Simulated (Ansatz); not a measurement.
# Ca on Ni(111): change of the work function, part 3 of 4

Wanted: Δφ(θ) for Ca/Ni(111), starting from the fcc site.

Ansatz 0.2.0; plane-wave DFT, PBE, Ansatz PAW.

So far, work function, upper face (eV): step 2 (the clean slab) 5.07; step 3 (37 atoms, coverage 0.111 ML, cell 3x3) 2.19.

### Step 4. Adsorbate added, k-mesh 6×6×1, coverage 0.25 ML

System of this step: Ca/Ni(111). The cell holds 17 atoms: 16 Ni and 1 Ca. Its edges and angles: a = 4.978 Å, b = 4.978 Å, c = 26.798 Å, α = 90.0°, β = 90.0°, γ = 60.0°. Vacuum lies along c.

Another coverage, to see how the dipoles act on each other as their distance changes.

The input, input.yaml:

```yaml
crystal:
  lattice:
    - [4.9780317395, 0.0, 0.0]
    - [2.4890158698, 4.3111019473, 0.0]
    - [0.0, 0.0, 26.7984795913]
  atoms:
    - { symbol: Ni, position: [0.0, 0.0, 0.3358399483], spin: 0.7 }
    - { symbol: Ni, position: [0.1666666667, 0.1666666667, 0.4116753306], spin: 0.72 }
    - { symbol: Ni, position: [0.3333333333, 0.3333333333, 0.4872585113], spin: 0.72 }
    - { symbol: Ni, position: [0.0, 0.0, 0.5620828667], spin: 0.7 }
    - { symbol: Ni, position: [0.0, 0.5, 0.3358399483], spin: 0.7 }
    - { symbol: Ni, position: [0.1666666667, 0.6666666667, 0.4116753306], spin: 0.72 }
    - { symbol: Ni, position: [0.3333333333, 0.8333333333, 0.4872585113], spin: 0.72 }
    - { symbol: Ni, position: [0.0, 0.5, 0.5620828667], spin: 0.7 }
    - { symbol: Ni, position: [0.5, 0.0, 0.3358399483], spin: 0.7 }
    - { symbol: Ni, position: [0.6666666667, 0.1666666667, 0.4116753306], spin: 0.72 }
    - { symbol: Ni, position: [0.8333333333, 0.3333333333, 0.4872585113], spin: 0.72 }
    - { symbol: Ni, position: [0.5, 0.0, 0.5620828667], spin: 0.7 }
    - { symbol: Ni, position: [0.5, 0.5, 0.3358399483], spin: 0.7 }
    - { symbol: Ni, position: [0.6666666667, 0.6666666667, 0.4116753306], spin: 0.72 }
    - { symbol: Ni, position: [0.8333333333, 0.8333333333, 0.4872585113], spin: 0.72 }
    - { symbol: Ni, position: [0.5, 0.5, 0.5620828667], spin: 0.7 }
    - { symbol: Ca, position: [0.1666666667, 0.1666666667, 0.6641600517] }
magnetization:
  spin_polarized: true
kpoints:
  mp_grid: { grid: [6, 6, 1] }
hamiltonian:
  xc: pbe
scf:
  occupations: { method: fermi_dirac, width: 0.1 }
  convergence: { dr2_threshold: 1.0e-08 }
efield:
  axis: 3
  dipole_correction: true
  ramp_position: 0.97
  ramp_width: 0.06
relax:
  f_tol: 0.02
  max_steps: 60
  constraints: [{ sites: [0, 1, 4, 5, 8, 9, 12, 13] }]
output:
  dos: { projected: true, e_range: [-8, 4] }
  write_potential: true
  write_density: true
  volumetric_format: npy
  elf: true
```

The run is started by

```bash
> ansatz run input.yaml --threads 4 --pin off --max-ram 16384MiB --backend cpu --events-out ev --progress --plain --runs-dir out
```

Numbers of over 12 decimals in the logs are rounded to 6 here.

Output:

```text
[...]
Crystal: 17 atoms, lattice volume = 575.117 Å³
Basis set: ecut = 420 eV, 11231 PW (Γ), exchange–correlation on 72×72×360 points (8 copies of the dense FFT grid, shifted against one another)
Bands: 186, of which v1, the nominal top of the filled ones, is band 149 counted from 1 (148 counted from 0)
Symmetry: 6 space group operations
k-points: 7 of 36 (time reversal used)
[...]
Starting moments: Σ|m| = 11.36 μB on 16 of 17 sites
[...]
SCF iter   1: F=—  HF=-95234.783196 eV  |F-HF|=—  |Δ(HF+E_count)|=         —  Δρ=2.28e-2 (↑1.10e-2 ↓2.28e-2)  dr2=3.51e1  dr2_m=7.43e-1  M=11.583 μB ∫|m|=12.236 μB  β_m=1.00  ethr=3.10e-3  p=-0.000 e·Å  D=-1.76e-8 V/Å  ΔV_dip=0.00 eV  dr2_dipole=7.40e0  V_vac-E_F(+/−)=7.08/7.08 eV  ⟨swp⟩=9.3  Hψ=12597  notcnv=0  defer=196
[...]
SCF iter  22: F=-95248.537586 eV  HF=-95248.537586 eV  |F-HF|=3.49e-9  |Δ(HF+E_count)|=   6.33e-9  Δρ=5.66e-7 (↑1.74e-7 ↓5.66e-7)  dr2=3.60e-9  dr2_m=2.81e-10  M=9.922 μB ∫|m|=11.584 μB  ethr=1.34e-12  p=0.246 e·Å  D=7.75e-2 V/Å  ΔV_dip=-2.08 eV  dr2_dipole=2.38e-10  V_vac-E_F(+/−)=2.99/5.07 eV  ⟨swp⟩=14.0  Hψ=18968  notcnv=0
SCF 1 converged in 22 iterations: F = -95248.537586 eV  dr2 = 3.60e-9
[...]
relax step   1: F+E_penalty+E_count = -95248.53758611 eV  Δ(F+E_penalty+E_count) = +0.000e0 eV  max|allowed force component| = 1.264e0 eV/Å  Δτ_max = 0.0000 Å  (22 SCF iters, accepted)
[...]
SCF iter   1: F=—  HF=-95248.797354 eV  |F-HF|=—  |Δ(HF+E_count)|=         —  Δρ=2.75e-3 (↑2.12e-3 ↓2.75e-3)  dr2=1.99e-1  dr2_m=2.12e-2  M=9.778 μB ∫|m|=11.443 μB  β_m=1.00  ethr=5.26e-5  p=0.246 e·Å  D=7.75e-2 V/Å  ΔV_dip=-2.08 eV  dr2_dipole=5.29e-4  V_vac-E_F(+/−)=3.00/5.08 eV  ⟨swp⟩=2.0  Hψ=10772  notcnv=0  defer=177
[...]
eigensolver tolerance schedule calibrated: the retry pair's looser diagonalisation under-reported the residual by θ = 0.21 (0.12/decade); ethr = c·dr2/N_el runs at the constant in force after the calibration composes with the one it found (an armed cap, an earlier calibration), c = 6.8e-2
[...]
SCF iter   2: F=—  HF=-95248.773830 eV  |F-HF|=—  |Δ(HF+E_count)|=   2.35e-2  Δρ=9.86e-4 (↑9.86e-4 ↓9.03e-4)  dr2=6.30e-2  dr2_m=2.47e-4  M=9.760 μB ∫|m|=11.417 μB  β_m=0.35  ethr=4.58e-5  p=0.252 e·Å  D=7.94e-2 V/Å  ΔV_dip=-2.13 eV  dr2_dipole=4.96e-3  V_vac-E_F(+/−)=2.94/5.07 eV  ⟨swp⟩=2.0  Hψ=2736  notcnv=0  defer=189
[...]
SCF iter  17: F=-95248.773761 eV  HF=-95248.773761 eV  |F-HF|=3.62e-9  |Δ(HF+E_count)|=   9.85e-9  Δρ=7.37e-7 (↑3.83e-7 ↓7.37e-7)  dr2=5.54e-9  dr2_m=3.11e-10  M=9.806 μB ∫|m|=11.449 μB  ethr=2.30e-12  p=0.266 e·Å  D=8.38e-2 V/Å  ΔV_dip=-2.25 eV  dr2_dipole=7.90e-11  V_vac-E_F(+/−)=2.82/5.07 eV  ⟨swp⟩=11.1  Hψ=17673  notcnv=0
SCF 2 converged in 17 iterations: F = -95248.773761 eV  dr2 = 5.54e-9
relax step   2: F+E_penalty+E_count = -95248.77376134 eV  Δ(F+E_penalty+E_count) = -2.362e-1 eV  max|allowed force component| = 9.541e-1 eV/Å  Δτ_max = 0.1975 Å  (17 SCF iters, accepted)
SCF iter   1: F=—  HF=-95248.860822 eV  |F-HF|=—  |Δ(HF+E_count)|=         —  Δρ=2.79e-3 (↑1.37e-3 ↓2.79e-3)  dr2=1.21e-1  dr2_m=7.01e-3  M=9.757 μB ∫|m|=11.440 μB  β_m=1.00  ethr=3.87e-4  p=0.266 e·Å  D=8.38e-2 V/Å  ΔV_dip=-2.25 eV  dr2_dipole=1.66e-3  V_vac-E_F(+/−)=2.83/5.07 eV  ⟨swp⟩=6.9  Hψ=7312  notcnv=0  defer=178
[...]
SCF iter  16: F=-95248.843683 eV  HF=-95248.843683 eV  |F-HF|=2.76e-9  |Δ(HF+E_count)|=   1.45e-8  Δρ=9.11e-7 (↑5.40e-7 ↓9.11e-7)  dr2=7.11e-9  dr2_m=4.63e-10  M=9.762 μB ∫|m|=11.396 μB  ethr=2.47e-12  p=0.280 e·Å  D=8.83e-2 V/Å  ΔV_dip=-2.37 eV  dr2_dipole=2.47e-12  V_vac-E_F(+/−)=2.70/5.07 eV  ⟨swp⟩=11.5  Hψ=19185  notcnv=0
SCF 3 converged in 16 iterations: F = -95248.843683 eV  dr2 = 7.11e-9
[...]
relax step   3: F+E_penalty+E_count = -95248.84368286 eV  Δ(F+E_penalty+E_count) = -6.992e-2 eV  max|allowed force component| = 7.796e-1 eV/Å  Δτ_max = 0.1017 Å  (16 SCF iters, accepted)
[...]
relax step   4: F+E_penalty+E_count = -95248.93596871 eV  Δ(F+E_penalty+E_count) = -9.229e-2 eV  max|allowed force component| = 2.293e-1 eV/Å  Δτ_max = 0.1949 Å  (18 SCF iters, accepted)
[...]
relax step   5: F+E_penalty+E_count = -95248.94647168 eV  Δ(F+E_penalty+E_count) = -1.050e-2 eV  max|allowed force component| = 6.672e-2 eV/Å  Δτ_max = 0.0431 Å  (14 SCF iters, accepted)
SCF iter   1: F=—  HF=-95248.949163 eV  |F-HF|=—  |Δ(HF+E_count)|=         —  Δρ=6.14e-4 (↑4.03e-4 ↓6.14e-4)  dr2=1.10e-2  dr2_m=5.35e-4  M=9.553 μB ∫|m|=11.174 μB  β_m=1.00  ethr=5.49e-5  p=0.308 e·Å  D=9.68e-2 V/Å  ΔV_dip=-2.60 eV  dr2_dipole=2.61e-3  V_vac-E_F(+/−)=2.48/5.08 eV  ⟨swp⟩=2.9  Hψ=4574  notcnv=0  defer=213
[...]
SCF iter  19: F=-95248.948112 eV  HF=-95248.948112 eV  |F-HF|=5.72e-9  |Δ(HF+E_count)|=  5.09e-10  Δρ=3.53e-7 (↑9.65e-8 ↓3.53e-7)  dr2=3.36e-9  dr2_m=9.65e-11  M=9.556 μB ∫|m|=11.176 μB  ethr=2.22e-12  p=0.309 e·Å  D=9.73e-2 V/Å  ΔV_dip=-2.61 eV  dr2_dipole=9.13e-10  V_vac-E_F(+/−)=2.46/5.07 eV  ⟨swp⟩=6.1  Hψ=11103  notcnv=0
SCF 6 converged in 19 iterations: F = -95248.948112 eV  dr2 = 3.36e-9
[...]
relax step   6: F+E_penalty+E_count = -95248.94811176 eV  Δ(F+E_penalty+E_count) = -1.640e-3 eV  max|allowed force component| = 2.413e-3 eV/Å  Δτ_max = 0.0145 Å  (19 SCF iters, accepted)
[...]
SCF converged after 19 iterations
Magnetization: 9.5564 μB (153.7782 up, 144.2218 down)
Absolute magnetization: 11.1882 μB (∫|ρ↑−ρ↓|, with the PAW one-centre terms)
[...]
Per-site moments (μB) at R_I (Å): [(0.704733, 1.026719), (0.713608, 1.026719), (0.670049, 1.013445), (0.449987, 1.010003), (0.704733, 1.026719), (0.712361, 1.011193), (0.670049, 1.013445), (0.449987, 1.010003), (0.704733, 1.026719), (0.712361, 1.011193), (0.670049, 1.013445), (0.449987, 1.010003), (0.701590, 1.026719), (0.712361, 1.011193), (0.654936, 1.011193), (0.543754, 1.028772), (-0.027364, 1.110533)]
Free energy (F): -95248.948112 eV
[...]
Internal energy: -95247.993496 eV  (E = F + TS)
E sigma→0 (E₀):  -95248.470804 eV
Entropy (-TS):   -0.954616 eV (-56.154 meV/atom)
Fermi energy:    3.569775 eV
Dipole field:    D = 0.097320 V/Å  (p = 0.309310 e·Å, saw-weighted, corrected)
Work function:   Φ+ = 2.4614 eV   Φ− = 5.0695 eV
[...]
--- Forces (eV/Å), atoms counted from 1 ---
  atom   1  Ni     0.00483553     0.00279180     0.15323550
  atom   2  Ni    -0.00000000    -0.00000000    -0.04982947
  atom   3  Ni     0.00121660     0.00070241     0.00140251
  atom   4  Ni    -0.00208946    -0.00120635     0.00073895
  atom   5  Ni    -0.00000000    -0.00558359     0.15323550
  atom   6  Ni     0.04957243    -0.02862065    -0.19524468
  atom   7  Ni    -0.00000000    -0.00140481     0.00140251
  atom   8  Ni     0.00000000     0.00241270     0.00073895
  atom   9  Ni    -0.00483553     0.00279180     0.15323550
  atom  10  Ni     0.00000000     0.05724131    -0.19524468
  atom  11  Ni    -0.00121660     0.00070241     0.00140251
  atom  12  Ni     0.00208946    -0.00120635     0.00073895
  atom  13  Ni     0.00000000    -0.00000000     0.16907397
  atom  14  Ni    -0.04957243    -0.02862065    -0.19524468
  atom  15  Ni    -0.00000000     0.00000000     0.00016392
  atom  16  Ni     0.00000000    -0.00000000     0.00075519
  atom  17  Ca     0.00000000    -0.00000000    -0.00053944
  max |Σ_I F_I| component: 2.10e-5 eV/Å
--- Band table (eV; the first three rows and the last of 14) ---
  k-point 0 ↑: bands = [... 145 lower, 3.0577, 3.1651, 3.1651, 3.1658, 3.2800, 3.2800, 3.2823, 3.2965, ... 33 higher]
  k-point 1 ↑: bands = [... 145 lower, 3.0148, 3.0276, 3.0576, 3.0597, 3.0943, 3.1197, 3.1641, 3.1851, ... 33 higher]
  k-point 2 ↑: bands = [... 145 lower, 2.8474, 2.8768, 2.9573, 2.9732, 3.0009, 3.0328, 3.0484, 3.0738, ... 33 higher]
  k-point 6 ↓: bands = [... 145 lower, 3.5544, 3.5656, 3.5716, 3.6009, 3.6191, 3.6391, 3.6452, 3.6791, ... 33 higher]
--- Relaxed structure (6 steps of the walk, 6 accepted, 0 SCFs on fresh bases) ---
  F+E_penalty+E_count = -95248.94811176 eV   max|allowed force component| = 2.413e-3 eV/Å
  atoms:
    - { symbol: Ni, position: [-1.795949010449182e-17, -1.7959490104491818e-17, 0.335840] }
    - { symbol: Ni, position: [0.166667, 0.166667, 0.4116753306] }
    - { symbol: Ni, position: [0.334419, 0.334419, 0.487805] }
    - { symbol: Ni, position: [-0.00271356, -0.00271356, 0.561719] }
    - { symbol: Ni, position: [0.0, 0.500000, 0.335840] }
    - { symbol: Ni, position: [0.166667, 0.666667, 0.4116753306] }
    - { symbol: Ni, position: [0.334419, 0.831163, 0.487805] }
    - { symbol: Ni, position: [-0.00271356, 0.505427, 0.561719] }
    - { symbol: Ni, position: [0.500000, -1.7959490104087922e-17, 0.335840] }
    - { symbol: Ni, position: [0.666667, 0.166667, 0.4116753306] }
    - { symbol: Ni, position: [0.831163, 0.334419, 0.487805] }
    - { symbol: Ni, position: [0.505427, -0.00271356, 0.561719] }
    - { symbol: Ni, position: [0.500000, 0.500000, 0.335840] }
    - { symbol: Ni, position: [0.666667, 0.666667, 0.4116753306] }
    - { symbol: Ni, position: [0.833333, 0.833333, 0.485784] }
    - { symbol: Ni, position: [0.500000, 0.500000, 0.567530] }
    - { symbol: Ca, position: [0.166667, 0.166667, 0.646114] }
```

Wall time 10 min (4 threads of Arm Neoverse V1, shared host); peak memory 3.1 GiB.

Relaxation path:

```
step  energy less that of the first step (eV)  largest force component (eV/Å)
   1                                   0.0000                          1.2639
   2                                  -0.2362                          0.9541
   3                                  -0.3061                          0.7796
   4                                  -0.3984                          0.2293
   5                                  -0.4089                          0.0667
   6                                  -0.4105                          0.0024
```

Forces are held to the 6 operations that the run works with; a distortion that breaks them can't arise in this run.

The atoms that moved most (Å):

```
atom      dx      dy      dz  length
Ca17   0.000   0.000  -0.484   0.484
Ni16   0.000   0.000   0.146   0.146
Ni15   0.000   0.000  -0.040   0.040
 Ni4  -0.020  -0.012  -0.010   0.025
 Ni8   0.000   0.023  -0.010   0.025
Ni12   0.020  -0.012  -0.010   0.025
 Ni7   0.000  -0.009   0.015   0.017
Ni11  -0.008   0.005   0.015   0.017
```

Final coordinates:

```cif
data_structure
_symmetry_space_group_name_H-M 'P 1'
_symmetry_Int_Tables_number 1
_cell_length_a 4.9780
_cell_length_b 4.9780
_cell_length_c 26.7985
_cell_angle_alpha 90.000
_cell_angle_beta 90.000
_cell_angle_gamma 60.000
_cell_volume 575.12
loop_
_atom_site_label
_atom_site_type_symbol
_atom_site_fract_x
_atom_site_fract_y
_atom_site_fract_z
_atom_site_occupancy
Ni1 Ni 0.00000 0.00000 0.33584 1
Ni2 Ni 0.16667 0.16667 0.41168 1
Ni3 Ni 0.33442 0.33442 0.48780 1
Ni4 Ni 0.99729 0.99729 0.56172 1
Ni5 Ni 0.00000 0.50000 0.33584 1
Ni6 Ni 0.16667 0.66667 0.41168 1
Ni7 Ni 0.33442 0.83116 0.48780 1
Ni8 Ni 0.99729 0.50543 0.56172 1
Ni9 Ni 0.50000 0.00000 0.33584 1
Ni10 Ni 0.66667 0.16667 0.41168 1
Ni11 Ni 0.83116 0.33442 0.48780 1
Ni12 Ni 0.50543 0.99729 0.56172 1
Ni13 Ni 0.50000 0.50000 0.33584 1
Ni14 Ni 0.66667 0.66667 0.41168 1
Ni15 Ni 0.83333 0.83333 0.48578 1
Ni16 Ni 0.50000 0.50000 0.56753 1
Ca17 Ca 0.16667 0.16667 0.64611 1
```

Numbers from this step:

```
energy at zero smearing        : -95248.4708 eV
total moment                   : 9.556 μB
work function, upper face      : 2.461 eV
work function, lower face      : 5.069 eV
dipole along the normal        : 0.3093 e·Å
step between the vacuum levels : -2.608 eV
```

Running mean over 2.032 Å of the planar mean; the ramp of the sawtooth is left out. The electron's electrostatic potential energy less the Fermi level by z:

z (Å), electron's electrostatic potential energy less the Fermi level (eV) and a bar from the least value:
```
      3.5        5.1 ##############################
      4.0        5.1 ##############################
      4.5        5.1 ##############################
      5.0        5.1 ##############################
      5.5        5.1 ##############################
      6.0        5.0 ##############################
      6.5        4.9 ##############################
      7.0        4.4 #############################
      7.5        2.2 #########################
      8.0       -3.2 ##############
      8.5       -8.4 ####
      9.0      -10.0 #
      9.5      -10.3 
     10.0      -10.3 
     10.5      -10.3 
     11.0      -10.4 
     11.5      -10.4 
     12.0      -10.4 
     12.5      -10.4 
     13.0      -10.4 
     13.5      -10.4 
     14.0      -10.3 
     14.5      -10.2 
     15.0      -10.1 #
     15.5       -9.3 ##
     16.0       -6.1 ########
     16.5       -2.6 ###############
     17.0       -1.8 #################
     17.5       -2.1 ################
     18.0       -1.6 #################
     18.5       -0.1 ####################
     19.0        1.2 ######################
     19.5        1.8 ########################
     20.0        2.2 ########################
     20.5        2.3 #########################
     21.0        2.4 #########################
     21.5        2.4 #########################
     22.0        2.4 #########################
     22.5        2.5 #########################
     23.0        2.5 #########################
     23.5        2.5 #########################
```

The density of states has structure finer than the step of the table below, so its rows give means over 0.25 eV, whole bins alone (the curve runs from -8 to 1.98 eV). Peaks (eV: height): total -2.140: 58.2, -2.080: 58.5, -1.530: 67.5, -0.960: 66.6, -0.900: 60.6, -0.780: 61.8, -0.660: 65.2; up -2.200: 31.4, -2.140: 42.3, -1.530: 34.0, -1.110: 33.9, -0.960: 32.5, -0.780: 43.8, -0.690: 40.3; down -1.740: 36.1, -1.530: 33.5, -1.350: 37.2, -0.960: 34.1, -0.900: 40.6, -0.150: 42.0, 0.210: 36.5.

Table of density of states by energy, zero at the Fermi level; means over each step; values in states/eV a cell:

```
energy (eV)  total     up   down
      -7.75  0.887  0.448  0.440
      -7.50  0.913  0.457  0.455
      -7.25   1.45  0.691  0.759
      -7.00   2.49   1.25   1.24
      -6.75   1.75  0.893  0.854
      -6.50   2.00   1.01  0.990
      -6.25   1.75  0.905  0.849
      -6.00   3.29   1.55   1.74
      -5.75   2.16   1.15   1.00
      -5.50   3.23   1.68   1.54
      -5.25   2.44   1.17   1.27
      -5.00   6.83   4.37   2.46
      -4.75   6.35   3.17   3.18
      -4.50   9.83   7.48   2.35
      -4.25   11.7   6.38   5.37
      -4.00   21.1   14.8   6.34
      -3.75   21.6   15.0   6.61
      -3.50   21.7   11.5   10.2
      -3.25   25.8   13.6   12.2
      -3.00   26.9   15.4   11.5
      -2.75   25.7   15.6   10.1
      -2.50   34.5   19.1   15.3
      -2.25   42.1   27.8   14.3
      -2.00   47.0   26.6   20.4
      -1.75   41.0   15.2   25.8
      -1.50   49.0   22.3   26.7
      -1.25   40.5   22.2   18.3
      -1.00   49.9   27.4   22.5
      -0.75   50.8   34.5   16.3
      -0.50   45.7   20.3   25.3
      -0.25   26.4   3.81   22.6
       0.00   29.2   3.63   25.6
       0.25   25.9   4.33   21.6
       0.50   8.02   2.64   5.38
       0.75   9.16   3.27   5.88
       1.00   7.63   4.11   3.53
       1.25   5.40   2.94   2.46
       1.50   14.0   7.59   6.46
       1.75   6.42   1.34   5.08
```

Projected DOS per atom over height of the atomic layer and energy from the Fermi level. Layers: Ni4 Ni4 Ni4 Ni4 Ca from below.

Values in states/eV, 22 rows by 5 columns, each cell a mean:
```
0.22 0.23 0.19 0.23 0.25
0.30 0.24 0.29 0.32 0.13
0.38 0.34 0.36 0.38 0.41
0.84 0.87 0.85 0.74 0.56
1.89 1.70 1.63 1.65 0.51
2.75 2.32 2.74 3.27 0.26
3.35 2.57 2.40 2.92 0.11
3.42 2.48 2.59 2.65 0.23
2.93 2.23 2.20 3.35 0.55
2.49 2.43 2.34 2.72 0.40
1.57 1.89 1.85 1.79 0.08
1.24 1.64 1.69 1.26 0.01
0.93 1.63 1.55 0.96 0.02
0.64 1.33 1.26 0.62 0.03
0.33 0.66 0.63 0.33 0.03
0.28 0.39 0.39 0.29 0.03
0.18 0.16 0.17 0.19 0.04
0.11 0.21 0.20 0.13 0.01
0.09 0.14 0.13 0.11 0.01
0.09 0.17 0.16 0.11 0.01
0.05 0.11 0.11 0.05 0.01
0.02 0.09 0.09 0.03 0.00
```
Columns: height of the atomic layer (Å) from 9 to 17.3; rows upwards: energy from the Fermi level (eV) from -7.96 to 1.95.

Projected DOS per atom, spin up over height of the atomic layer and energy from the Fermi level. Layers: Ni4 Ni4 Ni4 Ni4 Ca from below.

Values in states/eV, 22 rows by 5 columns, each cell a mean:
```
0.06 0.06 0.05 0.07 0.11
0.15 0.13 0.12 0.15 0.07
0.14 0.14 0.17 0.16 0.16
0.14 0.11 0.13 0.19 0.27
0.18 0.16 0.17 0.24 0.31
1.11 1.19 1.44 1.62 0.17
2.12 1.57 1.42 1.83 0.07
1.55 1.17 1.19 1.19 0.05
1.59 0.97 1.05 1.58 0.32
1.76 1.55 1.44 1.74 0.16
0.89 1.11 1.10 0.99 0.07
0.77 0.77 0.82 0.75 0.01
0.59 1.06 1.00 0.55 0.00
0.41 0.82 0.76 0.36 0.01
0.21 0.46 0.43 0.20 0.02
0.16 0.25 0.25 0.16 0.02
0.10 0.08 0.09 0.10 0.02
0.06 0.11 0.10 0.06 0.01
0.05 0.07 0.07 0.05 0.01
0.05 0.08 0.08 0.05 0.01
0.02 0.06 0.05 0.03 0.00
0.01 0.04 0.04 0.01 0.00
```
Columns: height of the atomic layer (Å) from 9 to 17.3; rows upwards: energy from the Fermi level (eV) from -7.96 to 1.95.

(Part 3 of 4 ends here.)

[Logs are printed without paths, hosts, clocks, repeated set-up lines and the standing remarks that a program may print on its own settings, such as how far it seeks lower states.]

[Hosts, paths, dates, database ids (printed as entryN), source tags and the programs' standing remarks are cut or masked in the printed files.]

[Maps of the electrostatic potential energy from Ansatz leave out the sawtooth potential of an applied field or a dipole correction, so their vacuum need not be flat; planar profiles and work functions include it.]

[The density of states shown here was stored with 400 of the rows of the run's finer table, so its peaks can read low, often by over a quarter, or be missed, and its means over a window can be off by a tenth or more.]
